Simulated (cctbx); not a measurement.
# What resolution and counting buy: Gd3S6Br3N2

Space group C2/c (no. 15), a = 16.1620 Å, b = 7.9310 Å, c = 10.6180 Å, α = 90.00°, β = 96.38°, γ = 90.00°.

```csv
atom,mult.,x,y,z,Ueq (Å²)
Gd1,8,0.6779,0.1088,0.1858,0.0075
Gd2,4,0,0.1092,1/4,0.0068
Br1,4,0,0.4717,1/4,0.0100
Br2,8,0.5523,0.3165,0.0422,0.0095
S1,8,0.6478,0.5932,0.8552,0.0127
S2,8,0.6494,0.7276,0.1377,0.0104
S3,8,0.7619,0.4482,0.0743,0.0104
N1,8,0.8177,0.9108,0.9798,0.0134
```

The model is made up (kin elements in a known structure type, no relaxation), so it says nothing on whether the phase exists.

Five simulated data sets (cctbx; Ag Kα, λ = 0.56087 Å; 3 % proportional error) differ in resolution or exposure (noise floor 8 counts in the first three, 8 in the last two). Each is refined with the right model, isotropic at 1.1 Å and anisotropic otherwise. How do the figures of merit and the uncertainties move?

| d min (Å) | top counts | ⟨I/σ⟩ (unmerged, absences included) | unique | param. (scale apart) | Rint | R1 | GooF | largest s.u. xyz (fractional) | s.u. U of N1 (Å²) | largest error (Å) |
| --- | --- | --- | --- | --- | --- | --- | --- | --- | --- | --- |
| 1.1 | 40000 | 9.3 | 532 | 28 | 0.025 | 0.0124 | 1.23 | 0.00061 | 0.0014 | 0.0137 |
| 0.84 | 40000 | 8.3 | 1202 | 64 | 0.027 | 0.0108 | 0.94 | 0.00034 | 0.0014 | 0.0040 |
| 0.6 | 40000 | 6.7 | 3267 | 64 | 0.029 | 0.0127 | 0.90 | 0.00022 | 0.0006 | 0.0043 |
| 0.75 | 300 | 0.5 | 1678 | 64 | 0.431 | 0.1020 | 0.94 | 0.01175 | 0.0324 | 0.1238 |
| 0.75 | 3000 | 2.6 | 1678 | 64 | 0.083 | 0.0331 | 0.94 | 0.00125 | 0.0042 | 0.0132 |

The number of reflections grows roughly as 1/d³: 532, 1202 and 3267 here. R1 follows the noise rather than the truth: at 300 counts it is 0.1020, at 3000 counts 0.0331, while GooF is 0.94 and 0.94: the weights 1/σ² carry the noise. The s.u. of U (U11 where anisotropic) for N1 goes 0.0014, 0.0014, 0.0006 Å² with resolution and 0.0324, 0.0042 Å² with exposure.

The 1.1 Å row also differs in its displacement model, so it isn't a clean test of resolution.

Hardware for the 0.6 Å refinement: 1.1 s on 1 thread of Arm Neoverse N1 (shared host), peak memory 0.09 GiB.

[Logs are printed without paths, hosts, clocks, repeated set-up lines and the standing remarks that a program may print on its own settings, such as how far it seeks lower states.]
